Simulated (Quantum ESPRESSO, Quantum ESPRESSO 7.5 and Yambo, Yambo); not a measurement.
## Excitons of TiO2 (Rutile): kernels and approximations

Aim: follow the lowest exciton of TiO2 (Rutile) as the mesh is refined.

Main program and level: Quantum ESPRESSO 7.5 and Yambo 5.3.0; PBE and many-body steps on it, plane waves.

### Step 1. The structure

The structure is tetragonal, space group P4_2/mnm (No. 136). Conventional cell: a = 4.592 Å, b = 4.592 Å, c = 2.957 Å, α = 90.00°, β = 90.00°, γ = 90.00°. Nearest to Ti lie 6 O at 1.95 to 1.98 Å. Nearest to O lie 3 Ti at 1.95 to 1.98 Å. Farther neighbours and most contacts between anions are not listed.

As a file:

```cif
data_structure
_symmetry_space_group_name_H-M 'P4_2/mnm'
_symmetry_Int_Tables_number 136
_cell_length_a 4.5922
_cell_length_b 4.5922
_cell_length_c 2.9574
_cell_angle_alpha 90.000
_cell_angle_beta 90.000
_cell_angle_gamma 90.000
_cell_volume 62.37
loop_
_atom_site_label
_atom_site_type_symbol
_atom_site_symmetry_multiplicity
_atom_site_Wyckoff_symbol
_atom_site_fract_x
_atom_site_fract_y
_atom_site_fract_z
_atom_site_occupancy
Ti1 Ti 2 a 0.00000 0.00000 0.00000 1
O1 O 4 f 0.30496 0.30496 0.00000 1
```

The cell and positions come from the Crystallography Open Database and are kept as given unless a step says otherwise.

### Step 2. Empty states on the mesh, 4×4×6 mesh, 115 bands

This step: Quantum ESPRESSO 7.5; DFT, PBE, plane waves, norm-conserving pseudopotentials.

The sums over transitions need many empty states on a uniform mesh; this step solves for them.

File pw.in:

```
&control
  calculation = 'nscf'
  prefix = 'x'
  outdir = 'o'
  pseudo_dir = 'pseudo'
/
&system
  ibrav = 0
  nat = 6
  ntyp = 2
  ecutwfc = 76.0
  nbnd = 115
  force_symmorphic = .true.
/
&electrons
  conv_thr = 1e-9
  electron_maxstep = 80
  diago_full_acc = .true.
  diago_thr_init = 5e-6
/
ATOMIC_SPECIES
  Ti 47.867 Ti.upf
  O 15.999 O.upf
CELL_PARAMETERS angstrom
  4.5922000000 0.0000000000 0.0000000000
  0.0000000000 4.5922000000 0.0000000000
  0.0000000000 0.0000000000 2.9574000000
ATOMIC_POSITIONS crystal
  Ti 0.0000000000 0.0000000000 0.0000000000
  Ti 0.5000000000 0.5000000000 0.5000000000
  O 0.3049600000 0.3049600000 0.0000000000
  O 0.1950400000 0.8049600000 0.5000000000
  O 0.6950400000 0.6950400000 0.0000000000
  O 0.8049600000 0.1950400000 0.5000000000
K_POINTS automatic
  4 4 6 0 0 0
```

Command:

```bash
> OMP_NUM_THREADS=1 mpirun -n 4 pw.x -nk 4 -in pw.in > pw.out
```

Output:

```text
Program PWSCF v.7.5 starts

     This program is part of the open-source Quantum ESPRESSO suite
     for quantum simulation of materials; please cite
         "P. Giannozzi et al., J. Phys.:Condens. Matter 21 395502 (2009);
         "P. Giannozzi et al., J. Phys.:Condens. Matter 29 465901 (2017);
         "P. Giannozzi et al., J. Chem. Phys. 152 154105 (2020);
     in publications or presentations arising from this work. More details at

     Atomic positions and unit cell read from directory:
     o/x.save/

     Message from routine setup:
[...]
k = 0.0000 0.0000 0.5176 (  4668 PWs)   bands (ev):

[...]
49.2291  49.7290  49.7290  51.6108  53.1332  53.7247  53.7836  53.7836
     [... 3 further rows ...]
    68.8553  68.9977  68.9977  69.8863  70.5080  70.6853  70.6853  71.6037
    72.2642  72.9677  73.2204

          k = 0.0000 0.0000-0.7764 (  4648 PWs)   bands (ev):

     [... further k-points ...]

     highest occupied, lowest unoccupied level (ev):     9.1604   11.0771

     XML data file, pseudopotentials, collected wavefunctions

=------------------------------------------------------------------------------=
   JOB DONE.
=------------------------------------------------------------------------------=
```

Wall time 30 s (4 MPI ranks of Arm Neoverse V1, shared host); peak memory 0.4 GiB; 2 min of CPU time.

Numbers from this step:

```
gap                                                           : 1.917 eV
k of the valence top                                          : 0, 0, 0
k of the conduction bottom                                    : 0, 0, 0
least direct gap                                              : 1.917 eV
k points computed                                             : 28
lowest point of the top converged band, above the valence top : 64.0600 eV
```

On this mesh the gap is 1.917 eV.

The density comes from a self-consistent run that is not shown.

### Step 3. Conversion and set-up

This step: Yambo 5.3.0; conversion and set-up on PBE, plane waves, norm-conserving pseudopotentials.

The states are converted to the many-body program's format and the q mesh is built.

Command:

```bash
> (cd o/x.save; p2y > p2y.log; mv SAVE ../..); yambo > setup.log
```

Output:

```text
 Yambo, version 5.3.0

 [02] CORE Variables Setup
 =========================

  [02.01] Unit cells
  ==================

  Cell kind             :  Unknown
  Atoms in the cell     :  Ti  O
  number of Ti atoms    :  2
  number of O  atoms    :   4

  List of atomic masses
  Mass of Ti    :  47.86700
  Mass of O     :  15.99900

  List of atomic coordinates    : [cc]
  Ti1       :  0.000000  0.000000  0.000000  order 1
  Ti2       :  4.339000  4.339000  2.794338  order 2
  O1       :  2.646443  2.646443  0.000000  order 3
  O2       :  1.692557  6.985443  2.794338  order 4
[...]
K/Q-points units:
 rlu = crystal or reduced units; cc = cartesian coordinates; iku = interal k-units

 Q [ 1]         [rlu]:  0.000000  0.000000  0.000000
 Q [ 2]         [rlu]:  0.000000  0.000000  0.166667
 Q [ 3]         [rlu]:  0.000000  0.000000  0.333333
[...]
Q [ 8]         [rlu]:  0.000000  0.250000 -0.500000
 Q [ 9]         [rlu]:  0.000000 -0.500000  0.000000
 Q [10]         [rlu]:  0.000000 -0.500000  0.166667
     [... 16 further rows ...]
 Q [27]         [rlu]: -0.250000  0.250000 -0.333333
 Q [28]         [rlu]: -0.250000  0.250000  0.500000

  [03.01] X indexes
  =================

   [03.01.01] Sigma indexes
   ========================

 [06] Game Over & Game summary
```

Run time: 3 s. Hardware: 1 MPI rank; peak memory 0.25 GiB.

### Step 4. Screening and self-energy, 4×4×6 mesh, 115 bands, screening to 122.5 eV

G0W0 replaces the xc potential by the self-energy, built once from these orbitals. Only a window of levels is corrected, while the sums run over the empty bands that the input names.

This step: G0W0 on PBE, plane waves, norm-conserving pseudopotentials.

File gw1.in:

```
HF_and_locXC
gw0
dyson
ppa
em1d
rim_cut
RandQpts= 1000000
RandGvec= 1 RL
EXXRLvcs= 76 Ry
VXCRLvcs= 304 Ry
Chimod= "HARTREE"
% BndsRnXp
 1 | 115 |
%
NGsBlkXp= 9 Ry
% LongDrXp
 1 | 1 | 1 |
%
% GbndRnge
 1 | 115 |
%
DysSolver= "n"
ExtendOut
PPAPntXp= 27.21138 eV
% QPkrange
 1 | 1 | 23 | 26 |
%
```

Command:

```bash
> OMP_NUM_THREADS=1 mpirun -n 4 yambo -F gw1.in -J gw1 -C gw1 > gw1.log
```

Output:

```text
 Yambo, version 5.3.0

 [02] CORE Variables Setup
 =========================

  [... cell, symmetries and grids as in the set-up ...]

  [02.05] Energies & Occupations
  ==============================

  [X] === General ===
  [X] Electronic Temperature                        :  0.000000  0.000000 [eV K]
  [X] Bosonic    Temperature                        :  0.000000  0.000000 [eV K]
  [X] Finite Temperature mode                       : no
  [X] El. density                                   :  0.76964E+24 [cm-3]
[...]
Sx RL components                                 :   4695

   QP @ state[ 1 ] K range                          :  1  1
   QP @ state[ 1 ] b range                          :  23  26
   GF energies kind                                 : Perdew, Burke & Ernzerhof(X)+Perdew, Burke & Ernzerhof(C)
   GF WF`s kind                                     : Perdew, Burke & Ernzerhof(X)+Perdew, Burke & Ernzerhof(C)
   Xs energies kind                                 : Perdew, Burke & Ernzerhof(X)+Perdew, Burke & Ernzerhof(C)
   Xs WF`s kind                                     : Perdew, Burke & Ernzerhof(X)+Perdew, Burke & Ernzerhof(C)

 [11] Game Over & Game summary
```

It took 7.5 min on 4 MPI ranks; peak memory 3.2 GiB; 30 min of CPU time.

Numbers from this step:

* G0W0 gap on the points computed: 3.356 eV
* starting gap on the mesh: 1.917 eV
* k of the valence top: 0, 0, 0
* k of the conduction bottom: 0, 0, 0
* least direct G0W0 gap on the computed points: 3.356 eV

The gap on the mesh goes from 1.92 eV to 3.36 eV, a correction of +1.44 eV.

The gap opens by 1.440 eV; the next steps shift the empty bands rigidly by 1.440 eV.

### Step 5. Excitons

Light makes an electron and a hole together. The Bethe-Salpeter equation adds their screened attraction and their exchange, in a window of bands around the gap.

This step: Bethe-Salpeter equation on PBE with a scissors shift, plane waves, norm-conserving pseudopotentials.

File bse3.in:

```
optics
bss
bse
em1s
dipoles
rim_cut
RandQpts= 1000000
RandGvec= 1 RL
Chimod= "HARTREE"
BSKmod= "SEX"
BSEmod= "resonant"
BSSmod= "d"
BSENGexx= 30 Ry
BSENGBlk= 6 Ry
% BSEQptR
 1 | 1 |
%
% BSEBands
 16 | 30 |
%
% BEnRange
 0 | 8 | eV
%
% BDmRange
 0.1 | 0.1 | eV
%
BEnSteps= 161
% BLongDir
 1 | 0 | 0 |
%
% BndsRnXs
 1 | 66 |
%
NGsBlkXs= 6 Ry
% LongDrXs
 1 | 1 | 1 |
%
% KfnQP_E
 1.44 | 1.0 | 1.0 |
%
WRbsWF
```

Command:

```bash
> OMP_NUM_THREADS=1 mpirun -n 4 yambo -F bse3.in -J bse3 -C bse3 > bse3.log
```

Output:

```text
 Yambo, version 5.3.0

 [02] CORE Variables Setup
 =========================

  [... cell, symmetries and grids as in the set-up ...]

  [02.05] Energies & Occupations
  ==============================

  [X] === General ===
  [X] Electronic Temperature                        :  0.000000  0.000000 [eV K]
  [X] Bosonic    Temperature                        :  0.000000  0.000000 [eV K]
  [X] Finite Temperature mode                       : no
  [X] El. density                                   :  0.76964E+24 [cm-3]
  [X] Fermi Level                                   :  9.160422 [eV]

  [X] === Gaps and Widths ===
  [X] Conduction Band Min                           :  1.916629 [eV]
  [X] Valence Band Max                              :  0.000000 [eV]
  [X] Filled Bands                                  :  24
  [X] Empty Bands                                   :   25  115
  [X] Direct Gap                                    :  1.916629 [eV]
  [X] Direct Gap localized at k                     :  1
  [X] Indirect Gap                                  :  1.916629 [eV]
  [X] Indirect Gap between kpts                     :  1  1
  [X] Last valence band width                       :  1.613132 [eV]
  [X] 1st conduction band width                     :  1.090840 [eV]

 [03] Transferred momenta grid and indexing
 ==========================================

 [BZ sampling] Q-grid is User defined and/or read from the database

 IBZ Q-points                                      :  28
 BZ  Q-points                                      :   96

 K/Q-points units:
 rlu = crystal or reduced units; cc = cartesian coordinates; iku = interal k-units

 Q [ 1]         [rlu]:  0.000000  0.000000  0.000000
 Q [ 2]         [rlu]:  0.000000  0.000000  0.166667
 Q [ 3]         [rlu]:  0.000000  0.000000  0.333333
 Q [ 4]         [rlu]:  0.000000  0.000000 -0.500000
 Q [ 5]         [rlu]:  0.000000  0.250000  0.000000
 Q [ 6]         [rlu]:  0.000000  0.250000  0.166667
 Q [ 7]         [rlu]:  0.000000  0.250000  0.333333
 Q [ 8]         [rlu]:  0.000000  0.250000 -0.500000
 Q [ 9]         [rlu]:  0.000000 -0.500000  0.000000
 Q [10]         [rlu]:  0.000000 -0.500000  0.166667
     [... 16 further rows ...]
 Q [27]         [rlu]: -0.250000  0.250000 -0.333333
 Q [28]         [rlu]: -0.250000  0.250000  0.500000

  [03.01] X + BSE indexes
  =======================

   [03.01.01] Sigma indexes
   ========================

 [04] Coloumb potential Random Integration (RIM)
 ===============================================

  [04.01] RIM initialization
  ==========================

  * Diagonal components only detected *

  8 x (sBL volume)        :  0.049115 [a.u.]
  sBZ random points       :  1000000
  Points outside the sBZ  :   7992674
  RL volume               :  0.589375 [a.u.]
  Integrated volume       :  0.589915 [a.u.]

  [04.02] RIM integrals
  =====================

  Gamma point sphere radius             :  0.066428 [a.u.]
  Points outside the sphere             :   799783
  [Int_sBZ(q=0) 1/q^2]*(Vol_sBZ)^(-1/3) =:  7.677029
                                 should be <:  7.795600

  Summary of Coulomb integrals for non-metallic bands |Q|[au] RIM/Bare

  Q [1] 0.100000E-4 0.984790 * Q [5] 0.181009 1.043104
  Q [2] 0.187378 1.065409 * Q [25] 0.255985 1.045688
  Q [13] 0.255985 1.045781 * Q [6] 0.260528 1.051772
  Q [26] 0.317237 1.034933 * Q [14] 0.317237 1.036010
  Q [9] 0.362018 1.018051 * Q [3] 0.374757 1.023161
  Q [17] 0.404748 1.016534 * Q [10] 0.407637 1.017887
[...]
Q [28] 0.617677 1.009626 * Q [16] 0.617677 1.008790
  Q [23] 0.634474 1.008620 * Q [12] 0.668620 1.007716
  Q [20] 0.692689 1.007148 * Q [24] 0.760336 1.006109

 [WARNING] [Xs] User bands 1-66 break level degeneracy

 [WARNING] [BS] User bands 16-30 break level degeneracy

 [05] External/Internal QP corrections
 =====================================

 [QP_apply] Action to be applied: USER defined scissor

  [05.01]  QP corrections report
  ==============================

  [K+QP] === General ===
[...]
[K+QP] Empty Bands                                :   25  115
  [K+QP] Direct Gap                                 :  3.356629 [eV]
  [K+QP] Direct Gap localized at k                  :  1
  [K+QP] Indirect Gap                               :  3.356629 [eV]
  [K+QP] Indirect Gap between kpts                  :  1  1
  [K+QP] Last valence band width                    :  1.613132 [eV]
  [K+QP] 1st conduction band width                  :  1.090840 [eV]

  [coarse-grid] Minimum Bare Gap        [ev]:  1.916629
  [coarse-grid] Minimum Gap Correction  [ev]:  1.440000

  Eqp @ K [ 1]
  -56.86263 -56.84543 -33.19663 -33.19662 -33.03035 -33.03035 -32.98838 -32.95428
  -18.15445 -16.98591 -16.23377 -16.23376  -5.76999  -5.35684  -4.90306  -3.83259
  -3.832588 -2.548463 -2.548463 -1.985688 -0.712427 -0.451676 -0.451676  0.000000
   3.356629  3.659279  3.893228  3.987115  3.987121  5.892714  6.061815  8.123159
    8.12316   9.09994   9.38469  13.14078  13.14078  15.97997  17.12942  18.06425
   19.71384  20.86770  20.86770  20.89878  22.80850  24.43025  25.55942  25.55942
  Eqp @ K [ 2]
[...]
Eqp @ K [ 3]
[...]
Eqp @ K [ 4]
[...]
Eqp @ K [ 5]
[...]
Eqp @ K [ 6]
[...]
Eqp @ K [ 7]
[...]
Eqp @ K [ 8]
[...]
Eqp @ K [ 9]
[...]
7.94077   7.94077  12.29335  12.29335  15.68085  15.68085  17.38281  17.38282
     [... 89 further rows ...]
    7.52249   8.53021  13.39241  14.23725  14.78546  16.30230  17.15370  17.66372
   18.68574  18.83455  19.14825  20.02170  20.02825  22.54275  22.59648  25.12083

 [06] Dipoles
 ============

  [06.01] Setup: observables and procedures
  =========================================

  [WARNING] [x,Vnl] slows the Dipoles computation. To neglect it rename the ns.kb_pp file

  [WARNING] [r,Vnl^pseudo] included in position and velocity dipoles.

  [WARNING] In case H contains other non local terms, these are neglected

 [07] Static Dielectric Matrix
 =============================

 [WR./bse3//ndb.em1s]------------------------------------------------------------
  Brillouin Zone Q/K grids (IBZ/BZ)                :   28   96   28   96
  RL vectors                                       :   6025 [WF]
  Coulomb cutoff potential                         : none
  Electronic Temperature                           :  0.000000 [K]
  Bosonic    Temperature                           :  0.000000 [K]
  Static diel. fun.  energies                      : Perdew, Burke & Ernzerhof(X)+Perdew, Burke & Ernzerhof(C)
  wavefunctions                                    : Perdew, Burke & Ernzerhof(X)+Perdew, Burke & Ernzerhof(C)
  Global Gauge                                     : length
  X matrix size                                    :  113
  X band range                                     :    1   66
  X e/h energy range                               : -1.000000 -1.000000 [eV]
  X Time ordering                                  : T
  X Hxc Kernel                                     : HARTREE
  X Drude frequency                                :  0.000000  0.000000
  X poles                                          :  100.0000 [o/o]
  RL vectors in the sum                            :   6025
  [r,Vnl] included                                 : yes
  Field direction                                  :  0.577350E-5  0.577350E-5  0.577350E-5
  BZ energy Double Grid                            : no
  BZ energy DbGd points                            : 0
  BZ Q point size factor                           : -1.000000
  X Optical Averaged directions                    : none

 [08] Bethe Salpeter Equation driver
 ===================================

  [08.01] Bethe Salpeter Equation @q1
  ===================================

   [08.01.01] Transition pre-analysis @q1
   ======================================

   [08.01.02] Transition Groups build-up @q1
   =========================================

   [BSK] Transition groups (total):   56
   [BSK] Size (resonant):   5184
   [BSK]         (total):   5184
   [BSK] N. of matrices :  1

   [08.01.03] Loading Dipoles @q1
   ==============================

   [08.01.04] Independent Particles properties @q1
   ===============================================

   ==========================================================

   [BSE] Exchange components :  1169
   [BSE] Correlation components :   113   463

    [08.01.05.01] Screened interaction header I/O
    =============================================

    [08.01.05.02] Main kernel loop
    ==============================

    [08.01.05.03] Wave-Function Phases
    ==================================

    [BSE] WF phases found       :  75.00000 [o/o]

   [08.01.06] BSE solver(s) @q1
   ============================

   [08.01.07] Diago Solver @q1
   ===========================

 [11] Game Over & Game summary
```

It took 12 min on 4 MPI ranks; peak memory 5.2 GiB; 48 min of CPU time.

This step gave:

```
transitions in the window                                      : 5184
direct gap of the transition levels                            : 3.357 eV
lowest state                                                   : 3.069 eV
first strong exciton (over a fiftieth of the strongest listed) : 3.513 eV
binding of the lowest state below the direct gap               : 0.2877 eV
Coulomb term of one mesh cell                                  : 0.2936 eV
```

The binding is 0.98 times the screened Coulomb term of one mesh cell (0.29 eV), so it is not shown settled.

The lowest state lies at 3.069 eV, 0.288 eV under the direct gap.

Lines within 3 meV are set at the lowest of them, and the highest group, which the list may cut short, is left out. Lines of the exciton spectrum (strongest = 100):

| position (eV) | lines merged | strength, relative |
| --- | --- | --- |
| 3.069 | 1 | 0.0 |
| 3.362 | 1 | 0.0 |
| 3.469 | 1 | 0.0 |
| 3.514 | 2 | 100 |
| 3.538 | 1 | 0.0 |
| 3.567 | 1 | 0.0 |
| 3.573 | 2 | 11 |
| 3.632 | 1 | 0.0 |
| 3.642 | 3 | 19 |
| 3.656 | 1 | 0.0 |
| 3.677 | 1 | 0.0 |
| 3.686 | 2 | 0.0 |
| 3.737 | 1 | 0.0 |
| 3.774 | 1 | 0.0 |
| 3.786 | 1 | 0.0 |
| 3.805 | 1 | 0.0 |
| 3.808 | 1 | 0.0 |

The ε₂ has structure finer than the step of the table below, so its rows give means over 0.25 eV, whole bins alone (the curve runs from 0 to 8 eV). Peaks (eV: height): BSE 3.950: 17.5, 5.450: 8.42; no electron-hole interaction 4.450: 9.92, 5.100: 11.6, 5.800: 8.64.

Field along x; broadening 0.1 eV; transition window only. Limits: finite bands, cutoff and mesh; exciton not shown settled in the k mesh. ε₂ against photon energy; means over each step:

| photon energy (eV) | BSE | no electron-hole interaction |
| --- | --- | --- |
| 0.25 | 0.0421 | 0.0315 |
| 0.50 | 0.0476 | 0.0350 |
| 0.75 | 0.0543 | 0.0391 |
| 1.00 | 0.0626 | 0.0440 |
| 1.25 | 0.0729 | 0.0500 |
| 1.50 | 0.0863 | 0.0573 |
| 1.75 | 0.104 | 0.0665 |
| 2.00 | 0.128 | 0.0781 |
| 2.25 | 0.162 | 0.0935 |
| 2.50 | 0.214 | 0.114 |
| 2.75 | 0.299 | 0.144 |
| 3.00 | 0.461 | 0.189 |
| 3.25 | 0.902 | 0.268 |
| 3.50 | 2.56 | 0.451 |
| 3.75 | 7.17 | 1.23 |
| 4.00 | 14.6 | 1.82 |
| 4.25 | 10.2 | 5.29 |
| 4.50 | 10.3 | 9.21 |
| 4.75 | 9.43 | 8.91 |
| 5.00 | 7.03 | 10.9 |
| 5.25 | 6.72 | 9.58 |
| 5.50 | 7.40 | 6.44 |
| 5.75 | 5.20 | 7.95 |
| 6.00 | 4.41 | 7.90 |
| 6.25 | 2.84 | 7.80 |
| 6.50 | 2.66 | 5.32 |
| 6.75 | 1.90 | 3.73 |
| 7.00 | 1.30 | 3.60 |
| 7.25 | 0.875 | 2.69 |
| 7.50 | 0.932 | 1.77 |
| 7.75 | 0.825 | 1.45 |

The program warns that the window of bands cuts a degenerate level, which breaks the symmetry of states and spectrum.

(Continued in part 2 of 4.)

[Paths, hosts, dates, memory and timing lines, banners, echoed tables and standing remarks are left out of the program output.]

[Logs are printed without paths, hosts, clocks, repeated set-up lines and the standing remarks that a program may print on its own settings, such as how far it seeks lower states.]

[Runs of the session that timed out or met a known fault of the program may be left out.]

[Hosts, paths, dates, database ids (printed as entryN), source tags and the programs' standing remarks are cut or masked in the printed files.]
